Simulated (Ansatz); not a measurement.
# Resistivity from frozen vibrations: Al(111) with 4 thermally displaced layers, 2x2

How much do lattice vibrations at 300 K scatter the electrons of Al? Layers with random displacements are laid between perfect leads, and the resistance is followed against their length. The measured value for the pure metal at this temperature is 2.733 µΩ cm (CRC Handbook of Chemistry and Physics, 84th ed., 2003, Electrical Resistivity of Pure Metals).

Method: Ansatz plane-wave DFT, PBE, PAW files; ballistic transport by layer matching (Landauer), zero bias; PAW set soft_1, in Ansatz 0.2.0.

## 1. The structure

The cell holds 40 atoms: 40 Al. Its edges and angles: a = 5.725 Å, b = 5.725 Å, c = 23.429 Å, α = 93.5°, β = 86.5°, γ = 120.0°. It derives from Al. Regions: lead, 24 atoms (24 Al); scattering region, 16 atoms (16 Al). The structure is stacked along c, and the current runs across the ab planes.

## 2. With 4 displaced layers

Each atom of 4 layers is moved at random, by amounts drawn from a normal law 0.0966 Å wide in each direction from the Debye model (428 K) at 300 K. The layers about the cell's end stay perfect and serve as the lead. Disorder leaves little or no symmetry, which makes such runs dear. Energies from -0.05 to 0.05 eV in steps of 0.05 eV are too few for the program's thermal sum, so it prints no conductance; for a metal the transmission near the Fermi level serves, at a fraction of the cost.

input.yaml reads:

```yaml
crystal:
  lattice:
    - [5.7246940741, 0.0, 0.0]
    - [-2.862347037, 4.957730497, 0.0]
    - [1.4311735185, -0.8262884162, 23.3709656917]
  atoms:
    - { symbol: Al, position: [0.9916666667, 0.0083333333, 0.05] }
    - { symbol: Al, position: [0.9916666667, 0.5083333333, 0.05] }
    - { symbol: Al, position: [0.4916666667, 0.0083333333, 0.05] }
    - { symbol: Al, position: [0.4916666667, 0.5083333333, 0.05] }
    - { symbol: Al, position: [0.1416666667, 0.3583333333, 0.15] }
    - { symbol: Al, position: [0.1416666667, 0.8583333333, 0.15] }
    - { symbol: Al, position: [0.6416666667, 0.3583333333, 0.15] }
    - { symbol: Al, position: [0.6416666667, 0.8583333333, 0.15] }
    - { symbol: Al, position: [0.2916666667, 0.2083333333, 0.25] }
    - { symbol: Al, position: [0.2916666667, 0.7083333333, 0.25] }
    - { symbol: Al, position: [0.7916666667, 0.2083333333, 0.25] }
    - { symbol: Al, position: [0.7916666667, 0.7083333333, 0.25] }
    - { symbol: Al, position: [0.954640841, 0.0856581528, 0.3550597404] }
    - { symbol: Al, position: [0.9305213687, 0.5521671454, 0.3478211961] }
    - { symbol: Al, position: [0.450215535, 0.0577557332, 0.3530856391] }
    - { symbol: Al, position: [0.4258303732, 0.5887759856, 0.3496016059] }
    - { symbol: Al, position: [0.1020732112, 0.4054126283, 0.4484338146] }
    - { symbol: Al, position: [0.1076458313, 0.9242515515, 0.44916328] }
    - { symbol: Al, position: [0.596366137, 0.4210882598, 0.4464043261] }
    - { symbol: Al, position: [0.5704328027, 0.915564012, 0.4472296639] }
    - { symbol: Al, position: [0.2016729412, 0.2421574037, 0.548068195] }
    - { symbol: Al, position: [0.2069836208, 0.7292923368, 0.5501513634] }
    - { symbol: Al, position: [0.7550416345, 0.2532810015, 0.5469279513] }
    - { symbol: Al, position: [0.7553507975, 0.7720951616, 0.5487605539] }
    - { symbol: Al, position: [0.9111507764, 0.1285011741, 0.6491449924] }
    - { symbol: Al, position: [0.8811606641, 0.6152743921, 0.6510226959] }
    - { symbol: Al, position: [0.3981461265, 0.0828601431, 0.6472666514] }
    - { symbol: Al, position: [0.3605577233, 0.5746498827, 0.6505223443] }
    - { symbol: Al, position: [0.0416666667, 0.4583333333, 0.75] }
    - { symbol: Al, position: [0.0416666667, 0.9583333333, 0.75] }
    - { symbol: Al, position: [0.5416666667, 0.4583333333, 0.75] }
    - { symbol: Al, position: [0.5416666667, 0.9583333333, 0.75] }
    - { symbol: Al, position: [0.1916666667, 0.3083333333, 0.85] }
    - { symbol: Al, position: [0.1916666667, 0.8083333333, 0.85] }
    - { symbol: Al, position: [0.6916666667, 0.3083333333, 0.85] }
    - { symbol: Al, position: [0.6916666667, 0.8083333333, 0.85] }
    - { symbol: Al, position: [0.8416666667, 0.1583333333, 0.95] }
    - { symbol: Al, position: [0.8416666667, 0.6583333333, 0.95] }
    - { symbol: Al, position: [0.3416666667, 0.1583333333, 0.95] }
    - { symbol: Al, position: [0.3416666667, 0.6583333333, 0.95] }
kpoints:
  mp_grid: { grid: [5, 5, 1] }
hamiltonian:
  xc: pbe
  pseudopotentials: { kind: paw, azcp: { folder: soft_1 } }
scf:
  occupations: { method: fermi_dirac, width: 0.1 }
output:
  transmission:
    leads: [[0, 4]]
    kmesh: [10, 10]
    e_range: [-0.05, 0.05]
    de: 0.05
  write_potential: true
  write_density: true
  volumetric_format: npy
```

Launch:

```bash
ansatz run input.yaml --threads 8 --pin off --max-ram 15360MiB --backend cpu --events-out ev --progress --plain --runs-dir out
```

Numbers of over 12 decimals in the logs are rounded to 6 here.

Log:

```text
Engine: ansatz 0.2.0, x86_64-unknown-linux-gnu
Pseudopotentials: kind: paw
Pseudopotential: Al, paw, valence charge 3, recommended cutoff 420 eV (normal), soft_1/Al.paw.azcp
Functional definition: PBE
  parameter kappa = 0.804
  parameter beta = 0.066725
  exchange = pbe_x(kappa = kappa, mu = beta*pi^2/3)
  correlation = pbe_c(beta = beta)
Crystal: 40 atoms, lattice volume = 663.303 Å³
Basis set: ecut = 420 eV, 13043 PW (Γ)
Bands: 100, of which v1, the nominal top of the filled ones, is band 60 counted from 1 (59 counted from 0)
Symmetry: 1 space group operations
Space group: P1 (ITA 1), of the structure as read, at distance tolerance 8.7e-5 Å
k-points: 13 of 25 (time reversal used)
Non-local potential: Al, projectors of the file, l = 0: 2, l = 1: 2, l = 2: 1
PAW form: soft (Blöchl's): semilocal exchange-correlation on the pseudo side does not see the compensation charge
PAW one-centre angular grid: Al, 110 points (default); XC on 64 Gauss nodes
Initial density: superposition of atomic densities (chi_scale 0.1, normalization cell)
Initial wavefunctions: pseudopotential atomic-orbital guess
Functional: x = pbe(κ = 0.804, μ = 0.219515), c = pbe(β = 0.066725)
SCF iter   1: F=—  HF=-21500.955403 eV  |F-HF|=—  |Δ(HF+E_count)|=         —  Δρ=2.32e-2  dr2=4.89e0  ethr=3.10e-3  ⟨swp⟩=6.0  Hψ=5951  notcnv=0  defer=38
preconditioner: auto → Kerker (q_TF=auto, 2.052 Å⁻¹)  [metal: Δε(μ)=0.028 eV  Ē_g=6.726 eV  σ=0.100 eV  W_gap=0.07  n_scr=86 (ndim 8)  ℏωp=15.8 eV  f_vac=0.000  D(μ)=19.29/eV (n_scr^D=126)]
SCF iter   2: F=—  HF=-21500.233911 eV  |F-HF|=—  |Δ(HF+E_count)|=   7.21e-1  Δρ=1.52e-2  dr2=1.87e0  ethr=3.10e-3  ⟨swp⟩=1.2  Hψ=1506  notcnv=0  defer=45
SCF iter   3: F=—  HF=-21499.390167 eV  |F-HF|=—  |Δ(HF+E_count)|=   8.44e-1  Δρ=1.35e-3  dr2=1.71e-2  ethr=1.56e-3  ⟨swp⟩=2.0  Hψ=1465  notcnv=0  defer=98
SCF iter   4: F=—  HF=-21499.382548 eV  |F-HF|=—  |Δ(HF+E_count)|=   7.62e-3  Δρ=2.23e-4  dr2=6.73e-4  ethr=1.42e-5  ⟨swp⟩=3.0  Hψ=2065  notcnv=0  defer=112
SCF iter   5: F=—  HF=-21499.382316 eV  |F-HF|=—  |Δ(HF+E_count)|=   2.32e-4  Δρ=2.27e-5  dr2=5.88e-6  ethr=5.60e-7  ⟨swp⟩=3.0  Hψ=2032  notcnv=0  defer=112
SCF iter   6: F=—  HF=-21499.382332 eV  |F-HF|=—  |Δ(HF+E_count)|=   1.67e-5  Δρ=5.63e-6  dr2=3.13e-7  ethr=4.90e-9  ⟨swp⟩=1.8  Hψ=1349  notcnv=0  defer=112
SCF iter   7: F=-21499.382332 eV  HF=-21499.382332 eV  |F-HF|=8.59e-9  |Δ(HF+E_count)|=   1.16e-8  Δρ=1.12e-6  dr2=1.61e-8  ethr=8.33e-11  ⟨swp⟩=13.2  Hψ=5212  notcnv=0
SCF 1 converged in 7 iterations: F = -21499.382332 eV  dr2 = 1.61e-8
  greatest PAW one-centre occupation: 0.452 electrons in one spin orbital (limit 2), on the Al atom at site 24 (counted from 0), in its partial waves of l = 0
transmission: 162 of 1508 steps passed
transmission: 318 of 1508 steps passed
[...]
transmission: 1508 of 1508 steps passed
SCF converged after 7 iterations
Free energy (F): -21499.382332 eV
Harris-Foulkes:  -21499.382332 eV  (|F-HF|=8.59e-9)
Internal energy: -21498.743822 eV  (E = F + TS)
E sigma→0 (E₀):  -21499.063077 eV
Entropy (-TS):   -0.638511 eV (-15.963 meV/atom)
Fermi energy:    7.930222 eV
--- Per-component energies (eV) ---
  E_band       = 416.140855
  E_kinetic    = 899.532010
  E_local      = 406.589650  (includes V_loc(G=0)·N_el)
  E_nonlocal   = 400.420045
  E_hartree    = 7.534754
  E_xc         = -1506.570719
  E_vxc        = -1165.533180  (∫ρ·V_xc dr)
  E_paw        = -18776.382608  (= ΣΔE_a)
  E_vpaw       = -139.937250  (= ΣTr[D̂ρ^β])
  E_aug_tail   = -0.000083  (compensation charges beyond the density's cutoff)
  E_ewald      = -2929.866871
  E_smearing   = -0.638511  (= −TS)
  E_closure    = -0.000000  (closes the sum)
  Σ components = -21499.382332   (vs F -21499.382332, Δ=0.00e0)
--- Band table (eV; the first three rows and the last of 13) ---
  k-point 0: bands = [... 56 lower, 6.2977, 6.7272, 6.7543, 6.7655, 6.7776, 7.1034, 7.1358, 7.1625, ... 36 higher]
  k-point 1: bands = [... 56 lower, 6.6936, 6.8854, 7.0471, 7.2135, 7.3347, 7.3794, 7.5148, 7.5825, ... 36 higher]
  k-point 2: bands = [... 56 lower, 7.8519, 7.9060, 8.0361, 8.0954, 8.1648, 8.1857, 8.2350, 8.3716, ... 36 higher]
  k-point 12: bands = [... 56 lower, 7.4595, 7.5330, 7.7848, 7.9569, 7.9782, 8.0161, 8.0781, 8.1000, ... 36 higher]
--- Transmission ---
  basis      : 253 plane waves across, 29 finite elements along
  points     : 52, standing for a mesh of 10 x 10
  energies   : 3 from -0.050000 to 0.050000 eV about the Fermi level, 0.050000 eV apart; the leads are filled to 0.000000 eV, and channels, transmission and decay are at 0.000000 eV
  crystal 0  : Al4, at the sites [0, 4], period 2.3371 Å, over 14.02 Å; its Hamiltonian steps by up to 6.1 meV
    offset         : up to 0.0000 Å between an atom of the period and one for which it stands
    channels       : 5.410000e0 a spin
    conductance    : none, the energies end too early or step too widely for 300 K: set another output.transmission.e_range or a lower de, or, where they end at an eighth of basis.ecutwfc, a higher one
  junction   : crystal 0 to crystal 0, 0.70 to 21.73 Å
    transmission   : 5.122160e0 a spin
    conductance    : none, the energies end too early or step too widely for 300 K: set another output.transmission.e_range or a lower de, or, where they end at an eighth of basis.ecutwfc, a higher one
```

It took 58 s on 8 threads of AMD EPYC 9B45 (Zen 5), shared host; peak memory 2.7 GiB.

Reading the cycles: dr2 is the Hartree energy of the density residual (eV), the measure of convergence; HF is the Harris–Foulkes estimate of the energy, which meets the free energy F at convergence.

Numbers from this step:

| Item | Value |
| --- | --- |
| free energy | -21499.3823 eV |
| energy at zero smearing | -21499.0631 eV |
| Fermi energy | 7.930 eV |
| cell area | 28.38 Å² |
| transmission per spin nearest the Fermi level | 5.122 |
| open channels per spin nearest the Fermi level | 5.41 |
| step of the lead's potential | 6.1 meV |

Per spin. Table of transmission, zone mean by energy, zero at the Fermi level:

```csv
energy (eV),"transmission, zone mean"
-0.0500,5.04
0.0000,5.12
0.0500,5.26
```

Per spin. The open channels, zone mean, lead by energy, zero at the Fermi level:

| energy (eV) | open channels, zone mean, lead |
| --- | --- |
| -0.0500 | 5.29 |
| 0.0000 | 5.41 |
| 0.0500 | 5.59 |

Transmission over k1 and k2. At 0.0000 eV from the Fermi level.

Values, 10 rows by 10 columns:
```
4.82 5.38 5.54 3.90 5.54 5.34 4.73 2.98 3.86 2.98
3.90 5.64 4.74 6.79 6.78 4.69 5.50 3.77 3.88 3.95
3.92 4.35 6.85 6.84 6.54 6.78 6.82 4.08 3.64 2.98
4.83 5.69 6.87 6.76 5.92 5.90 6.64 6.85 5.59 4.70
3.81 5.45 4.84 6.83 5.92 6.90 5.92 6.83 4.84 5.45
4.83 4.70 5.59 6.85 6.64 5.90 5.92 6.76 6.87 5.69
3.92 2.98 3.64 4.08 6.82 6.78 6.54 6.84 6.85 4.35
3.90 3.95 3.88 3.77 5.50 4.69 6.78 6.79 4.74 5.64
4.82 2.98 3.86 2.98 4.73 5.34 5.54 3.90 5.54 5.38
3.83 4.69 3.60 3.62 4.70 3.85 4.70 3.62 3.60 4.69
```
Columns: k1 (b1) from -0.5 to 0.4; rows upwards: k2 (b2) from -0.5 to 0.4.

Open channels over k1 and k2. At 0.0000 eV from the Fermi level.

Values, 10 rows by 10 columns:
```
5.00 6.00 6.00 5.00 6.00 6.00 5.00 3.00 4.00 3.00
4.00 6.00 5.00 7.00 7.00 5.00 6.00 4.00 4.00 4.00
4.00 5.00 7.00 7.00 7.00 7.00 7.00 5.00 4.00 3.00
5.00 6.00 7.00 7.00 6.00 6.00 7.00 7.00 6.00 5.00
4.00 6.00 5.00 7.00 6.00 7.00 6.00 7.00 5.00 6.00
5.00 5.00 6.00 7.00 7.00 6.00 6.00 7.00 7.00 6.00
4.00 3.00 4.00 5.00 7.00 7.00 7.00 7.00 7.00 5.00
4.00 4.00 4.00 4.00 6.00 5.00 7.00 7.00 5.00 6.00
5.00 3.00 4.00 3.00 5.00 6.00 6.00 5.00 6.00 6.00
4.00 5.00 4.00 4.00 5.00 4.00 5.00 4.00 4.00 5.00
```
Columns: k1 (b1) from -0.5 to 0.4; rows upwards: k2 (b2) from -0.5 to 0.4.

Over the solved energies the transmission per spin lies between 5.04 and 5.26, out of 5.43 channels of the lead on average (up to 5.59).

## 3. With 8 displaced layers

Each atom of 8 layers is moved at random, by amounts drawn from a normal law 0.0966 Å wide in each direction from the Debye model (428 K) at 300 K. A fresh draw is used; the growth of the resistance with length is what counts.

System of this step: Al(111) with 8 thermally displaced layers, 2x2. The cell holds 56 atoms: 56 Al. Its edges and angles: a = 5.725 Å, b = 5.725 Å, c = 32.761 Å, α = 87.5°, β = 92.5°, γ = 120.0°. It derives from Al. Regions: lead, 24 atoms (24 Al); scattering region, 32 atoms (32 Al). The structure is stacked along c, and the current runs across the ab planes.

input.yaml reads:

```yaml
crystal:
  lattice:
    - [5.7246940741, 0.0, 0.0]
    - [-2.862347037, 4.957730497, 0.0]
    - [-1.4311735185, 0.8262884162, 32.7193519684]
  atoms:
    - { symbol: Al, position: [0.005952381, 0.994047619, 0.0357142857] }
    - { symbol: Al, position: [0.005952381, 0.494047619, 0.0357142857] }
    - { symbol: Al, position: [0.505952381, 0.994047619, 0.0357142857] }
    - { symbol: Al, position: [0.505952381, 0.494047619, 0.0357142857] }
    - { symbol: Al, position: [0.1845238095, 0.3154761905, 0.1071428571] }
    - { symbol: Al, position: [0.1845238095, 0.8154761905, 0.1071428571] }
    - { symbol: Al, position: [0.6845238095, 0.3154761905, 0.1071428571] }
    - { symbol: Al, position: [0.6845238095, 0.8154761905, 0.1071428571] }
    - { symbol: Al, position: [0.3630952381, 0.1369047619, 0.1785714286] }
    - { symbol: Al, position: [0.3630952381, 0.6369047619, 0.1785714286] }
    - { symbol: Al, position: [0.8630952381, 0.1369047619, 0.1785714286] }
    - { symbol: Al, position: [0.8630952381, 0.6369047619, 0.1785714286] }
    - { symbol: Al, position: [0.0440560891, 0.9432636574, 0.2540889861] }
    - { symbol: Al, position: [0.0618360999, 0.470354126, 0.2511854207] }
    - { symbol: Al, position: [0.5451166873, 0.9320906422, 0.2518116805] }
    - { symbol: Al, position: [0.5347904073, 0.4237357556, 0.2510240712] }
    - { symbol: Al, position: [0.2234087197, 0.295198258, 0.3201329174] }
    - { symbol: Al, position: [0.2228380469, 0.7868700191, 0.3188427601] }
    - { symbol: Al, position: [0.7295542231, 0.2774754963, 0.3228818669] }
    - { symbol: Al, position: [0.7223114366, 0.8006183819, 0.3232144969] }
    - { symbol: Al, position: [0.402580298, 0.1128784684, 0.3965746272] }
    - { symbol: Al, position: [0.4141311103, 0.5701102127, 0.3954632276] }
    - { symbol: Al, position: [0.9052443402, 0.099857611, 0.3898865171] }
    - { symbol: Al, position: [0.908005887, 0.5763388761, 0.394530175] }
    - { symbol: Al, position: [0.0836125974, 0.8916137496, 0.4633929969] }
    - { symbol: Al, position: [0.0584208593, 0.4266272719, 0.4687545714] }
    - { symbol: Al, position: [0.593913053, 0.8882724605, 0.462589064] }
    - { symbol: Al, position: [0.6048335973, 0.4531706857, 0.4655286891] }
    - { symbol: Al, position: [0.2462528783, 0.2498425264, 0.5356652432] }
    - { symbol: Al, position: [0.2455544954, 0.7295530889, 0.5368570729] }
    - { symbol: Al, position: [0.7601306382, 0.2423457546, 0.535060094] }
    - { symbol: Al, position: [0.7301399609, 0.7339858247, 0.5392744678] }
    - { symbol: Al, position: [0.4179468547, 0.0367812988, 0.6110807416] }
    - { symbol: Al, position: [0.4640259226, 0.6065011318, 0.6073273279] }
    - { symbol: Al, position: [0.9132964586, 0.0366317365, 0.6110494483] }
    - { symbol: Al, position: [0.9695492785, 0.549806468, 0.6052333288] }
    - { symbol: Al, position: [0.1149319426, 0.8708665799, 0.6777730222] }
    - { symbol: Al, position: [0.109602522, 0.3901047637, 0.6818021916] }
    - { symbol: Al, position: [0.6222089583, 0.9050073499, 0.6773323541] }
    - { symbol: Al, position: [0.5970894854, 0.3459752396, 0.674292693] }
    - { symbol: Al, position: [0.2996291857, 0.1965547628, 0.7517113045] }
    - { symbol: Al, position: [0.3140891157, 0.7336858543, 0.7523957619] }
    - { symbol: Al, position: [0.8073885209, 0.2065019326, 0.7479393899] }
    - { symbol: Al, position: [0.7740200144, 0.6993841972, 0.7466659219] }
    - { symbol: Al, position: [0.4702380952, 0.0297619048, 0.8214285714] }
    - { symbol: Al, position: [0.4702380952, 0.5297619048, 0.8214285714] }
    - { symbol: Al, position: [0.9702380952, 0.0297619048, 0.8214285714] }
    - { symbol: Al, position: [0.9702380952, 0.5297619048, 0.8214285714] }
    - { symbol: Al, position: [0.1488095238, 0.8511904762, 0.8928571429] }
    - { symbol: Al, position: [0.1488095238, 0.3511904762, 0.8928571429] }
    - { symbol: Al, position: [0.6488095238, 0.8511904762, 0.8928571429] }
    - { symbol: Al, position: [0.6488095238, 0.3511904762, 0.8928571429] }
    - { symbol: Al, position: [0.3273809524, 0.1726190476, 0.9642857143] }
    - { symbol: Al, position: [0.3273809524, 0.6726190476, 0.9642857143] }
    - { symbol: Al, position: [0.8273809524, 0.1726190476, 0.9642857143] }
    - { symbol: Al, position: [0.8273809524, 0.6726190476, 0.9642857143] }
kpoints:
  mp_grid: { grid: [5, 5, 1] }
hamiltonian:
  xc: pbe
  pseudopotentials: { kind: paw, azcp: { folder: soft_1 } }
scf:
  occupations: { method: fermi_dirac, width: 0.1 }
output:
  transmission:
    leads: [[0, 4]]
    kmesh: [10, 10]
    e_range: [-0.05, 0.05]
    de: 0.05
  write_potential: true
  write_density: true
  volumetric_format: npy
```

Log:

```text
[...]
Crystal: 56 atoms, lattice volume = 928.624 Å³
Basis set: ecut = 420 eV, 18271 PW (Γ)
Bands: 140, of which v1, the nominal top of the filled ones, is band 84 counted from 1 (83 counted from 0)
Symmetry: 1 space group operations
[...]
k-points: 13 of 25 (time reversal used)
[...]
SCF iter   1: F=—  HF=-30100.568309 eV  |F-HF|=—  |Δ(HF+E_count)|=         —  Δρ=2.38e-2  dr2=9.10e0  ethr=3.10e-3  ⟨swp⟩=6.7  Hψ=8549  notcnv=0  defer=82
[...]
SCF iter   7: F=-30098.141925 eV  HF=-30098.141925 eV  |F-HF|=2.07e-8  |Δ(HF+E_count)|=   2.72e-9  Δρ=1.43e-6  dr2=3.69e-8  ethr=5.95e-11  ⟨swp⟩=13.2  Hψ=7544  notcnv=0
SCF 1 converged in 7 iterations: F = -30098.141925 eV  dr2 = 3.69e-8
[...]
transmission: 216 of 2132 steps passed
transmission: 444 of 2132 steps passed
[...]
transmission: 2132 of 2132 steps passed
SCF converged after 7 iterations
Free energy (F): -30098.141925 eV
[...]
Internal energy: -30097.243522 eV  (E = F + TS)
E sigma→0 (E₀):  -30097.692723 eV
Entropy (-TS):   -0.898403 eV (-16.043 meV/atom)
Fermi energy:    7.933110 eV
[...]
--- Band table (eV; the first three rows and the last of 13) ---
  k-point 0: bands = [... 80 lower, 6.5314, 6.5643, 6.5731, 7.0343, 7.0636, 7.1008, 7.1234, 7.1603, ... 52 higher]
  k-point 1: bands = [... 80 lower, 6.9622, 7.0658, 7.1188, 7.1301, 7.1610, 7.6269, 7.6571, 7.6907, ... 52 higher]
  k-point 2: bands = [... 80 lower, 7.9761, 8.0344, 8.0868, 8.1164, 8.1606, 8.1902, 8.2413, 8.2773, ... 52 higher]
  k-point 12: bands = [... 80 lower, 7.7566, 7.8933, 7.9183, 7.9558, 7.9820, 7.9977, 8.0156, 8.0300, ... 52 higher]
--- Transmission ---
  basis      : 253 plane waves across, 41 finite elements along
  points     : 52, standing for a mesh of 10 x 10
[...]
channels       : 5.530000e0 a spin
[...]
junction   : crystal 0 to crystal 0, 0.70 to 31.08 Å
    transmission   : 4.829047e0 a spin
[...]
```

Wall time 83 s (8 threads); peak memory 5 GiB; 8.8 min of CPU time.

This step gave:

```yaml
free_energy: -30098.1419 eV
energy_at_zero_smearing: -30097.6927 eV
fermi_energy: 7.933 eV
transmission_per_spin_nearest_the_fermi_level: 4.829
open_channels_per_spin_nearest_the_fermi_level: 5.53
step_of_the_lead_s_potential: 4.6 meV
```

Per spin. Transmission, zone mean against energy, zero at the Fermi level:

```csv
energy (eV),"transmission, zone mean"
-0.0500,4.64
0.0000,4.83
0.0500,4.90
```

Over the solved energies the transmission per spin lies between 4.64 and 4.90, out of 5.45 channels of the lead on average (up to 5.59).

[end of part 1 of 2]

[Logs are printed without paths, hosts, clocks, repeated set-up lines and the standing remarks that a program may print on its own settings, such as how far it seeks lower states.]

[Hosts, paths, dates, database ids (printed as entryN), source tags and the programs' standing remarks are cut or masked in the printed files.]
